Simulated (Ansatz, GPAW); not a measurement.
# biphenyl-4,4'-dithiol between two Ag chains: relaxation, then transmission at several levels, part 2 of 3

How well does biphenyl-4,4'-dithiol between two Ag chains conduct once its atoms have relaxed, and how much do cheaper levels lose?

GPAW 26.7.0 and Ansatz 0.2.0; Ansatz plane waves; relaxation of the junction with the lead ends held; PAW set soft_1 (the session's first sound run).

So far. Step 2 (Relaxation): The relaxation lowered the energy of the cell by 1.62 eV.

### 3. Plane waves, PBE

Plane waves give the reference curve, free of the bias of atom-centred orbitals.

This step: Ansatz plane waves; Landauer transmission by layers, zero bias; PAW set soft_1 (Ansatz 0.2.0).

Contents of input.yaml:

```yaml
crystal:
  lattice:
    - [12.5238098591, 0.0, 0.0]
    - [0.0, 10.8623327904, 0.0]
    - [0.0, 0.0, 47.6437078274]
  atoms:
    - { symbol: Ag, position: [0.5, 0.5, 0.0279155435] }
    - { symbol: Ag, position: [0.5, 0.5, 0.0837466306] }
    - { symbol: Ag, position: [0.5, 0.5, 0.1395777177] }
    - { symbol: Ag, position: [0.5, 0.5, 0.1954088047] }
    - { symbol: Ag, position: [0.5, 0.5, 0.2512398918] }
    - { symbol: Ag, position: [0.5791316674, 0.4789118639, 0.303756164] }
    - { symbol: Ag, position: [0.4791773265, 0.491683651, 0.3540190861] }
    - { symbol: S, position: [0.3625640304, 0.4875042901, 0.3939019772] }
    - { symbol: H, position: [0.583992217, 0.4970672403, 0.4186118638] }
    - { symbol: C, position: [0.4147455165, 0.4838245952, 0.4276311052] }
    - { symbol: H, position: [0.2549793679, 0.4694569616, 0.4447961544] }
    - { symbol: C, position: [0.5241178904, 0.4891477177, 0.4351366722] }
    - { symbol: C, position: [0.3396466409, 0.4750944064, 0.4499517419] }
    - { symbol: C, position: [0.5555590895, 0.4856446454, 0.4630104739] }
    - { symbol: C, position: [0.3717869231, 0.4726198026, 0.4776752293] }
    - { symbol: H, position: [0.6405720085, 0.4924452382, 0.4676611063] }
    - { symbol: C, position: [0.4810740626, 0.4773737676, 0.4854344616] }
    - { symbol: H, position: [0.3107500828, 0.463395212, 0.493847891] }
    - { symbol: H, position: [0.6773527025, 0.4131782564, 0.5064273054] }
    - { symbol: C, position: [0.5146223091, 0.4727828231, 0.514838822] }
    - { symbol: C, position: [0.6198931518, 0.4386307621, 0.522598873] }
    - { symbol: H, position: [0.3626386084, 0.5305868438, 0.5326107281] }
    - { symbol: C, position: [0.4439018179, 0.5010025854, 0.5372603384] }
    - { symbol: C, position: [0.6516446031, 0.4323497171, 0.5503228982] }
    - { symbol: H, position: [0.7327713285, 0.4038787145, 0.5554828569] }
    - { symbol: C, position: [0.4751768628, 0.4959105916, 0.5651333602] }
    - { symbol: C, position: [0.5803881471, 0.4610703256, 0.5726386874] }
    - { symbol: H, position: [0.4186100753, 0.5198590281, 0.5816569593] }
    - { symbol: S, position: [0.6318296448, 0.4506533453, 0.6063741992] }
    - { symbol: Ag, position: [0.5189803652, 0.4842367314, 0.6462649636] }
    - { symbol: Ag, position: [0.417368249, 0.4902860081, 0.6964174817] }
    - { symbol: Ag, position: [0.5, 0.5, 0.7487601082] }
    - { symbol: Ag, position: [0.5, 0.5, 0.8045911953] }
    - { symbol: Ag, position: [0.5, 0.5, 0.8604222823] }
    - { symbol: Ag, position: [0.5, 0.5, 0.9162533694] }
    - { symbol: Ag, position: [0.5, 0.5, 0.9720844565] }
kpoints:
  mp_grid: { grid: [1, 1, 2] }
hamiltonian:
  xc: pbe
  pseudopotentials: { kind: paw, azcp: { folder: soft_1 } }
scf:
  occupations: { method: fermi_dirac, width: 0.1 }
output:
  transmission:
    leads: [[0, 1]]
    e_range: [-2, 2]
    de: 0.025
    kmesh: [1, 1]
    reduced_basis: true
  write_potential: true
  write_density: true
  volumetric_format: npy
```

Run with:

```sh
$ ansatz run input.yaml --threads 4 --pin off --max-ram 8192MiB --backend cpu --events-out ev --progress --plain --runs-dir out
```

Numbers of over 12 decimals in the logs are rounded to 6 here.

Output:

```text
[...]
Crystal: 36 atoms, lattice volume = 6481.345 Å³
Basis set: ecut = 420 eV, 126699 PW (Γ)
Bands: 203, of which v1, the nominal top of the filled ones, is band 167 counted from 1 (166 counted from 0)
Symmetry: 1 space group operations
[...]
k-points: 2
[...]
SCF iter   1: F=—  HF=-111208.117113 eV  |F-HF|=—  |Δ(HF+E_count)|=         —  Δρ=2.42e-2  dr2=1.30e2  ethr=3.10e-3  ⟨swp⟩=8.0  Hψ=1846  notcnv=0  defer=34
[...]
SCF iter  15: F=-111191.645455 eV  HF=-111191.645455 eV  |F-HF|=2.13e-7  |Δ(HF+E_count)|=   6.60e-7  Δρ=6.68e-7  dr2=4.86e-8  ethr=2.99e-11  ⟨swp⟩=24.0  Hψ=2309  notcnv=0
SCF 1 converged in 15 iterations: F = -111191.645455 eV  dr2 = 4.86e-8
[...]
transmission: 6 of 60 steps passed
transmission: 12 of 60 steps passed
[...]
transmission: 60 of 60 steps passed
WARN: The input density's exchange-correlation potential varies sharply where the density is thin. Do not read a vacuum level from v_tot or v_xc, or from such a field of the output density. On a cell that repeats whose density bears no net charge and no dipole along the vacuum's axis use v_es (v_loc + v_h of the components); under efield.dipole_correction with no amplitude use v_es + v_field, which holds any external [...]
SCF converged after 15 iterations
the last check of whether an eigenvalue changes by more than its tolerance under the output density was not made (no_room)
Free energy (F): -111191.645455 eV
[...]
Internal energy: -111191.317469 eV  (E = F + TS)
E sigma→0 (E₀):  -111191.481462 eV
Entropy (-TS):   -0.327986 eV (-9.111 meV/atom)
Fermi energy:    -3.905042 eV
[...]
--- Band table (eV) ---
  k-point 0: bands = [... 163 lower, -4.6178, -4.5008, -4.2240, -3.9282, -3.8937, -3.4728, -2.9348, -2.3320, ... 32 higher]
  k-point 1: bands = [... 163 lower, -4.6171, -4.5026, -4.2217, -3.9379, -3.8852, -3.4729, -2.9352, -2.3313, ... 32 higher]
--- Transmission ---
  basis      : 1189 plane waves across, 60 finite elements along
  points     : 1, standing for a mesh of 1 x 1
  filling    : by the input's occupations and mesh, since the crystals that have channels conduct as metals do. If one of these is a semiconductor, that mesh has misplaced its level
  energies   : 161 from -2.000000 to 2.000000 eV about the Fermi level, 0.025000 eV apart; the leads are filled to 0.000000 eV, and channels, transmission and decay are at 0.000000 eV
  crystal 0  : Ag1, at the sites [0, 1], period 2.6600 Å, over 26.60 Å; its Hamiltonian steps by up to 19.7 meV
    offset         : up to 0.0000 Å between an atom of the period and one for which it stands
    filled         : 14.2 meV over the level at which it is neutral
    channels       : 1.000000e0 a spin
    conductance    : 5.6955e13 S/m² at 300 K; may be off by some 0.0 % by where its bands' edges are placed, 0.0 % from the distance to neutral
  junction   : crystal 0 to crystal 0, 0.70 to 45.68 Å
    transmission   : 5.061337e-3 a spin
    conductance    : 2.3958e12 S/m² at 300 K (2.3959e12 on every other energy)
    error estimate : 0.0 % from the energy spacing and 0.0 % from band edges of the leads and from resonances (wavevectors taken as independent; lower de), 65.0 % from the steps of its leads' Hamiltonians or their offsets (lay more layers), 17.7 % from the distance to neutral
    resistance     : 3.9984e-1 Ω µm² beyond half of each lead's own
```

Run time: 2.3 h. Hardware: 4 threads of Intel Xeon at 2.60GHz (Ice Lake), shared host; peak memory 6.9 GiB.

This step gave:

| Property | Result |
| --- | --- |
| free energy | -111191.6455 eV |
| lead level | 0 eV from the Fermi level |
| transmission at the Fermi level (one spin) | 0.005061 |
| open channels of the lead at the Fermi level (one spin) | 1 |
| step of the potential along the lead | 19.7 meV |
| offset of the lead | 0 Å |
| filling of the lead less its bulk value, in size | 14.2 meV |
| conductance | 0.04206 G₀ |

One spin. The transmission, zone mean by energy, zero at the Fermi level:

| energy (eV) | transmission, zone mean |
| --- | --- |
| -2.000 | 0.00548 |
| -1.800 | 4.3e-8 |
| -1.600 | 0 |
| -1.400 | 0 |
| -1.200 | 0 |
| -1.000 | 6.5e-4 |
| -0.800 | 6.4e-5 |
| -0.600 | 1.4e-4 |
| -0.400 | 1.1e-4 |
| -0.200 | 2.4e-4 |
| -0.025 | 0.589 |
| 0.000 | 0.00506 |
| 0.200 | 1.3e-5 |
| 0.400 | 2.5e-7 |
| 0.600 | 1.5e-7 |
| 0.800 | 6.1e-7 |
| 1.000 | 1.1e-6 |
| 1.200 | 1.6e-6 |
| 1.400 | 2.3e-6 |
| 1.600 | 3.3e-6 |
| 1.800 | 4.7e-6 |
| 2.000 | 6.6e-6 |

One spin. The open channels, zone mean by energy, zero at the Fermi level:

| energy (eV) | open channels, zone mean |
| --- | --- |
| -2.000 | 3 |
| -1.900 | 1 |
| -1.800 | 1 |
| -1.700 | 0 |
| -1.600 | 0 |
| -1.500 | 0 |
| -1.400 | 0 |
| -1.300 | 0 |
| -1.200 | 0 |
| -1.100 | 1 |
| -1.000 | 1 |
| -0.900 | 1 |
| -0.800 | 1 |
| -0.700 | 1 |
| -0.600 | 1 |
| -0.500 | 1 |
| -0.400 | 1 |
| -0.300 | 1 |
| -0.200 | 1 |
| -0.100 | 1 |
| 0.000 | 1 |
| 0.100 | 1 |
| 0.200 | 1 |
| 0.300 | 1 |
| 0.400 | 1 |
| 0.500 | 1 |
| 0.600 | 1 |
| 0.700 | 1 |
| 0.800 | 1 |
| 0.900 | 1 |
| 1.000 | 1 |
| 1.100 | 1 |
| 1.200 | 1 |
| 1.300 | 1 |
| 1.400 | 1 |
| 1.500 | 1 |
| 1.600 | 1 |
| 1.700 | 1 |
| 1.800 | 1 |
| 1.900 | 1 |
| 2.000 | 1 |

Crystal 0, spin -, k parallel (0, 0); distinct values, listed up to 1.5 1/Å. The Im kz of the slowest decaying states by energy, zero at the Fermi level:

| energy (eV) | decay 1 (Å⁻¹) | decay 2 (Å⁻¹) | decay 3 (Å⁻¹) | decay 4 (Å⁻¹) |
| --- | --- | --- | --- | --- |
| -2.000 | 0.584 | 0.776 | 1.31 | 1.33 |
| -1.800 | 0.194 | 0.512 | 0.871 | 1.29 |
| -1.600 | 0.198 | 0.282 | 0.429 | 0.945 |
| -1.400 | 0.297 | 0.329 | 0.340 | 0.340 |
| -1.200 | 0.183 | 0.371 | 0.383 | 0.383 |
| -1.000 | 0.417 | 0.417 | 0.432 | 1.10 |
| -0.800 | 0.443 | 0.443 | 0.485 | 1.13 |
| -0.600 | 0.463 | 0.463 | 0.533 | 1.16 |
| -0.400 | 0.479 | 0.479 | 0.575 | 1.16 |
| -0.200 | 0.491 | 0.491 | 0.613 | 1.14 |
| 0.000 | 0.499 | 0.499 | 0.647 | 1.12 |
| 0.200 | 0.504 | 0.504 | 0.679 | 1.10 |
| 0.400 | 0.506 | 0.506 | 0.707 | 1.07 |
| 0.600 | 0.504 | 0.504 | 0.732 | 1.05 |
| 0.800 | 0.499 | 0.500 | 0.756 | 1.02 |
| 1.000 | 0.492 | 0.492 | 0.777 | 0.996 |
| 1.200 | 0.481 | 0.481 | 0.796 | 0.969 |
| 1.400 | 0.466 | 0.467 | 0.814 | 0.941 |
| 1.600 | 0.448 | 0.449 | 0.831 | 0.912 |
| 1.800 | 0.425 | 0.427 | 0.846 | 0.882 |
| 2.000 | 0.398 | 0.400 | 0.851 | 0.859 |

Crystal 0, spin -, k parallel (0, 0). Re kz of states that move upwards against energy, zero at the Fermi level:

| energy (eV) | channel 1 (Å⁻¹) | channel 2 (Å⁻¹) | channel 3 (Å⁻¹) |
| --- | --- | --- | --- |
| -2.000 | -0.103 | -0.103 | 0.941 |
| -1.800 | 1.08 | - | - |
| -1.600 | - | - | - |
| -1.400 | - | - | - |
| -1.200 | - | - | - |
| -1.000 | 0.197 | - | - |
| -0.800 | 0.328 | - | - |
| -0.600 | 0.417 | - | - |
| -0.400 | 0.486 | - | - |
| -0.200 | 0.544 | - | - |
| 0.000 | 0.594 | - | - |
| 0.200 | 0.638 | - | - |
| 0.400 | 0.678 | - | - |
| 0.600 | 0.715 | - | - |
| 0.800 | 0.748 | - | - |
| 1.000 | 0.780 | - | - |
| 1.200 | 0.810 | - | - |
| 1.400 | 0.838 | - | - |
| 1.600 | 0.865 | - | - |
| 1.800 | 0.891 | - | - |
| 2.000 | 0.916 | - | - |

The electrostatic potential energy of an electron (with the applied field's), less the Fermi level, planar mean oscillates, so the rows of the table below give means over windows of 2 Å about each position, cut where the curve ends. Its first 14 maxima inside the range that stand out by 2 % of the span (Å: eV): 2.7: 4.91, 5.4: 4.90, 8.0: 4.89, 10.6: 4.86, 13.3: 4.79, 15.6: 4.75, 17.9: 4.66, 19.5: 4.53, 21.4: 3.82, 23.8: 4.23, 26.2: 3.82, 28.1: 4.53, 29.8: 4.66, 32.0: 4.74. Its first 14 minima: 1.3: 4.27, 4.0: 4.27, 6.7: 4.25, 9.4: 4.26, 12.1: 4.19, 14.6: 4.21, 16.7: 4.18, 18.8: 4.19, 20.5: 3.69, 22.9: 3.58, 24.7: 3.58, 27.1: 3.68, 28.9: 4.19, 31.0: 4.17.

The electrostatic potential energy of an electron (with the applied field's), less the Fermi level, planar mean by z; means over each step:

| z (Å) | electrostatic potential energy of an electron (with the applied field's), less the Fermi level, planar mean (eV) |
| --- | --- |
| 0 | 4.65 |
| 2 | 4.57 |
| 4 | 4.46 |
| 6 | 4.55 |
| 8 | 4.64 |
| 10 | 4.55 |
| 12 | 4.37 |
| 14 | 4.44 |
| 16 | 4.45 |
| 18 | 4.37 |
| 20 | 4.10 |
| 22 | 3.73 |
| 24 | 3.86 |
| 26 | 3.75 |
| 28 | 4.18 |
| 30 | 4.36 |
| 32 | 4.46 |
| 34 | 4.49 |
| 36 | 4.41 |
| 38 | 4.46 |
| 40 | 4.62 |
| 42 | 4.62 |
| 44 | 4.49 |
| 46 | 4.48 |

The valence density, planar mean oscillates, so the rows of the table below give means over windows of 2.68 Å about each position, cut where the curve ends. Its first 14 maxima inside the range that stand out by 2 % of the span (Å: e/Å³): 1.3: 0.142, 4.0: 0.142, 6.7: 0.141, 9.4: 0.140, 11.9: 0.140, 14.4: 0.142, 16.8: 0.141, 18.6: 0.0291, 21.1: 0.0574, 22.3: 0.0573, 25.3: 0.0574, 26.5: 0.0573, 29.0: 0.0291, 30.8: 0.142. Its first 14 minima: 2.7: 0.00666, 5.4: 0.00672, 8.0: 0.00675, 10.6: 0.00684, 13.3: 0.00800, 15.6: 0.00928, 17.9: 0.0184, 19.5: 0.0248, 21.7: 0.0506, 23.8: 0.0315, 25.9: 0.0506, 28.1: 0.0248, 29.8: 0.0184, 32.0: 0.00930.

Valence density, planar mean against z; means over each step:

| z (Å) | valence density, planar mean (e/Å³) |
| --- | --- |
| 1.34 | 0.0522 |
| 4.02 | 0.0522 |
| 6.70 | 0.0521 |
| 9.38 | 0.0523 |
| 12.06 | 0.0523 |
| 14.74 | 0.0536 |
| 17.42 | 0.0584 |
| 20.10 | 0.0408 |
| 22.78 | 0.0479 |
| 25.46 | 0.0527 |
| 28.14 | 0.0346 |
| 30.82 | 0.0550 |
| 33.50 | 0.0532 |
| 36.18 | 0.0522 |
| 38.86 | 0.0523 |
| 41.54 | 0.0522 |
| 44.22 | 0.0523 |
| 46.90 | 0.0684 |

The largest of the program's own error estimates on the conductance is 65 %. T at the Fermi level is 0.00506 of 1 open channels a spin.

### 4. GPAW, dzp

Localised orbitals split the wire into layers that couple to their neighbours alone, which is what the Green's function method needs; double zeta with polarisation is the usual level for numbers.

This step: GPAW LCAO, PAW setups; Landauer transmission from Green's functions with principal layers (ASE), zero bias (GPAW 26.7.0).

Contents of run.py:

```python
import json
import numpy as np
from ase import Atoms
from ase.transport.calculators import TransportCalculator
from gpaw import GPAW, FermiDirac
from gpaw.lcao.tools import get_lcao_hamiltonian
from scipy.linalg import eigh

# The junction with lead layers at both ends, along the third cell vector
device = Atoms(
    ['Ag', 'Ag', 'Ag', 'Ag', 'Ag', 'Ag', 'Ag', 'S', 'H', 'C', 'H', 'C', 'C', 'C', 'C', 'H', 'C', 'H', 'H', 'C', 'C', 'H', 'C', 'C', 'H', 'C', 'C', 'H', 'S', 'Ag', 'Ag', 'Ag', 'Ag', 'Ag', 'Ag', 'Ag'],
    positions=[
        [6.26190, 5.43117, 1.33000],
        [6.26190, 5.43117, 3.99000],
        [6.26190, 5.43117, 6.65000],
        [6.26190, 5.43117, 9.31000],
        [6.26190, 5.43117, 11.97000],
        [7.25293, 5.20210, 14.47207],
        [6.00113, 5.34083, 16.86678],
        [4.54068, 5.29543, 18.76695],
        [7.31381, 5.39931, 19.94422],
        [5.19419, 5.25546, 20.37393],
        [3.19331, 5.09940, 21.19174],
        [6.56395, 5.31329, 20.73152],
        [4.25367, 5.16063, 21.43737],
        [6.95772, 5.27523, 22.05954],
        [4.65619, 5.13375, 22.75822],
        [8.02240, 5.34910, 22.28111],
        [6.02488, 5.18539, 23.12790],
        [3.89177, 5.03355, 23.52874],
        [8.48304, 4.48808, 24.12807],
        [6.44503, 5.13552, 24.52883],
        [7.76342, 4.76455, 24.89855],
        [4.54162, 5.76341, 25.37555],
        [5.55934, 5.44206, 25.59707],
        [8.16107, 4.69633, 26.21942],
        [9.17709, 4.38707, 26.46526],
        [5.95102, 5.38675, 26.92505],
        [7.26867, 5.00830, 27.28263],
        [5.24259, 5.64688, 27.71229],
        [7.91291, 4.89515, 28.88992],
        [6.49961, 5.25994, 30.79046],
        [5.22704, 5.32565, 33.17991],
        [6.26190, 5.43117, 35.67371],
        [6.26190, 5.43117, 38.33371],
        [6.26190, 5.43117, 40.99371],
        [6.26190, 5.43117, 43.65371],
        [6.26190, 5.43117, 46.31371]],
    cell=[[12.52381, 0.0, 0.0], [0.0, 10.86233, 0.0], [0.0, 0.0, 47.64371]],
    pbc=True)

# One principal layer of the lead: the first 4 atoms of the device
lead = Atoms(
    ['Ag', 'Ag', 'Ag', 'Ag'],
    positions=[
        [6.26190, 5.43117, 1.33000],
        [6.26190, 5.43117, 3.99000],
        [6.26190, 5.43117, 6.65000],
        [6.26190, 5.43117, 9.31000]],
    cell=[[12.52381, 0.0, 0.0], [0.0, 10.86233, 0.0], [0.0, 0.0, 10.64]],
    pbc=True)

settings = dict(mode='lcao', basis='dzp', xc='PBE', h=0.2,
                occupations=FermiDirac(0.1), maxiter=250,
                mixer=dict(beta=0.1, nmaxold=8, weight=100.0),
                convergence=dict(density=0.0001))
energies = np.arange(-2, 2 + 1e-9, 0.025)
eta = 0.0001
n1, n2 = 1, 1
# k and -k transmit alike, so half of the mesh across the current serves
mesh = [(i, j) for i in range(n1) for j in range(n2) if (i, j) <= (-i % n1, -j % n2)]
weights = np.array([1 if (i, j) == (-i % n1, -j % n2) else 2 for i, j in mesh]) / (n1 * n2)

# [... helper functions left out ...]
fermi_lead = ground_state(lead, (1, 1, 11), 'lead.txt')
fermi_device = ground_state(device, (1, 1, 2), 'device.txt')
# [... loop over the mesh left out, but for ...]
        # Shift the lead onto the potential of the device's first layer
        shift = ((H[:, 0, 0] - H0[:, 0, 0]) / S0[0, 0]).real.mean()
# [...]
kT = 8.617333e-5 * 300
bias = [0.1, 0.2, 0.5, 1.0, 1.5, 2.0]
# [... integrals and printing left out ...]
```

Run with:

```sh
$ OMP_NUM_THREADS=1 OPENBLAS_NUM_THREADS=1 python run.py
```

Output:

```text
basis functions: device 600, principal layer 108
Fermi level: lead -4.1702 eV, device -4.0188 eV; lead shifted by -0.0018 eV
largest coupling past the next layer 3.56e-05 eV, largest misfit of the first layer 0.157 eV
  E-E_F (eV)   T (one spin)  [channel counts left out]
    -2.000    1.0159e-01
    -1.975    2.5842e-02
    -1.950    1.0335e-02
    -1.925    4.8315e-03
    -1.900    2.5331e-03
    -1.875    1.3831e-03
    -1.850    7.6586e-04
    -1.825    4.0691e-04
    -1.800    1.7162e-04
    -1.775    6.5181e-07
    -1.750    2.7575e-07
    -1.725    1.3404e-07
    -1.700    6.4323e-08
    -1.675    2.8939e-08
    -1.650    1.1286e-08
    -1.625    3.0319e-09
[...]
1.825    3.7588e-06
     1.850    3.9264e-06
     1.875    4.1010e-06
     1.900    4.2824e-06
     1.925    4.4703e-06
     1.950    4.6645e-06
     1.975    4.8643e-06
     2.000    5.0690e-06
conductance at 300 K: 0.054284 G0 a cell; thermopower 81.47 uV/K
current from the zero-bias T(E) at 0.1 V: 0.36834 uA
current from the zero-bias T(E) at 0.2 V: 0.52184 uA
current from the zero-bias T(E) at 0.5 V: 0.56156 uA
current from the zero-bias T(E) at 1.0 V: 0.56417 uA
current from the zero-bias T(E) at 1.5 V: 0.61532 uA
current from the zero-bias T(E) at 2.0 V: 0.6286 uA
```

The job ended after 4.2 min (1 thread; peak memory 2.6 GiB).

This step gave:

```
conductance                                    : 0.05428 G₀
largest coupling past the next principal layer : 3.56e-5 eV
largest misfit of the first principal layer    : 0.1572 eV
shift that aligns the lead                     : -0.001774 eV
basis functions of the junction                : 600
basis functions of a principal layer           : 108
transmission at the Fermi level (one spin)     : 0.003961
```

One spin. The transmission, zone mean by energy, zero at the Fermi level:

| energy (eV) | transmission, zone mean |
| --- | --- |
| -2.000 | 0.102 |
| -1.900 | 0.00253 |
| -1.800 | 1.7e-4 |
| -1.700 | 6.4e-8 |
| -1.600 | 0 |
| -1.500 | 0 |
| -1.400 | 0 |
| -1.300 | 0 |
| -1.200 | 3.4e-11 |
| -1.100 | 1.7e-11 |
| -1.000 | 0.00108 |
| -0.900 | 2.5e-4 |
| -0.800 | 7.9e-5 |
| -0.700 | 0.0963 |
| -0.600 | 1.4e-4 |
| -0.500 | 1.0e-4 |
| -0.400 | 1.1e-4 |
| -0.300 | 1.4e-4 |
| -0.200 | 2.4e-4 |
| -0.100 | 8.4e-4 |
| -0.025 | 0.696 |
| 0.000 | 0.00396 |
| 0.100 | 8.7e-5 |
| 0.200 | 1.2e-5 |
| 0.300 | 2.1e-6 |
| 0.400 | 2.4e-7 |
| 0.500 | 8.0e-10 |
| 0.600 | 1.2e-7 |
| 0.700 | 3.0e-7 |
| 0.800 | 4.9e-7 |
| 0.900 | 6.8e-7 |
| 1.000 | 8.7e-7 |
| 1.100 | 1.1e-6 |
| 1.200 | 1.3e-6 |
| 1.300 | 1.5e-6 |
| 1.400 | 1.8e-6 |
| 1.500 | 2.1e-6 |
| 1.600 | 2.5e-6 |
| 1.700 | 3.0e-6 |
| 1.800 | 3.6e-6 |
| 1.900 | 4.3e-6 |
| 2.000 | 5.1e-6 |

Not self-consistent under bias; the bias window is split evenly. The current through one cell, from the zero-bias transmission by bias:

| bias (V) | current through one cell, from the zero-bias transmission (μA) |
| --- | --- |
| 0.100 | 0.368 |
| 0.200 | 0.522 |
| 0.500 | 0.562 |
| 1.000 | 0.564 |
| 1.500 | 0.615 |
| 2.000 | 0.629 |

Table of transmission of the three most open eigenchannels by energy, zero at the Fermi level:

| energy (eV) | channel 1 | channel 2 | channel 3 |
| --- | --- | --- | --- |
| -2.000 | 0.102 | 2.8e-5 | 1.5e-6 |
| -1.900 | 0.00253 | 1.7e-6 | 8.7e-7 |
| -1.800 | 1.7e-4 | 3.3e-7 | 2.4e-7 |
| -1.700 | 6.4e-8 | 0 | 0 |
| -1.600 | 0 | 0 | 0 |
| -1.500 | 0 | 0 | 0 |
| -1.400 | 0 | 0 | 0 |
| -1.300 | 0 | 0 | 0 |
| -1.200 | 3.4e-11 | 0 | 0 |
| -1.100 | 1.7e-11 | 0 | 0 |
| -1.000 | 0.00108 | 0 | 0 |
| -0.900 | 2.5e-4 | 0 | 0 |
| -0.800 | 7.9e-5 | 0 | 0 |
| -0.700 | 0.0963 | 0 | 0 |
| -0.600 | 1.4e-4 | 0 | 0 |
| -0.500 | 1.0e-4 | 0 | 0 |
| -0.400 | 1.1e-4 | 0 | 0 |
| -0.300 | 1.4e-4 | 0 | 0 |
| -0.200 | 2.4e-4 | 0 | 0 |
| -0.100 | 8.4e-4 | 0 | 0 |
| 0.000 | 0.00396 | 0 | 0 |
| 0.100 | 8.7e-5 | 0 | 0 |
| 0.200 | 1.2e-5 | 0 | 0 |

At the Fermi level T is 0.00396 against 0.00506 in plane waves. One computed point stands apart from its neighbours (T = 0.696 at -0.025 eV, between 0.00606 and 0.00396), which enters the thermal average. Couplings past the next layer reach 3.6e-5 eV, small enough to drop; the matrix elements of the cell's first layer differ from the bulk lead's by up to 0.16 eV. That layer keeps its own values in the calculation, and only beyond it is the lead taken as perfect. The Fermi levels of lead and junction count from different zeros of potential, one for each periodic cell; with both set to zero, the small remaining shift is what aligns them. By hand: G = 0.05428 × 77.48 μS = 4.21 μS, a resistance of 238 kΩ; at 0.1 V a linear junction would pass 0.421 μA, and the integral over the bias window gives 0.368 μA.

(Continued in part 3 of 3.)

[Logs are printed without paths, hosts, clocks, repeated set-up lines and the standing remarks that a program may print on its own settings, such as how far it seeks lower states.]

[Hosts, paths, dates, database ids (printed as entryN), source tags and the programs' standing remarks are cut or masked in the printed files.]
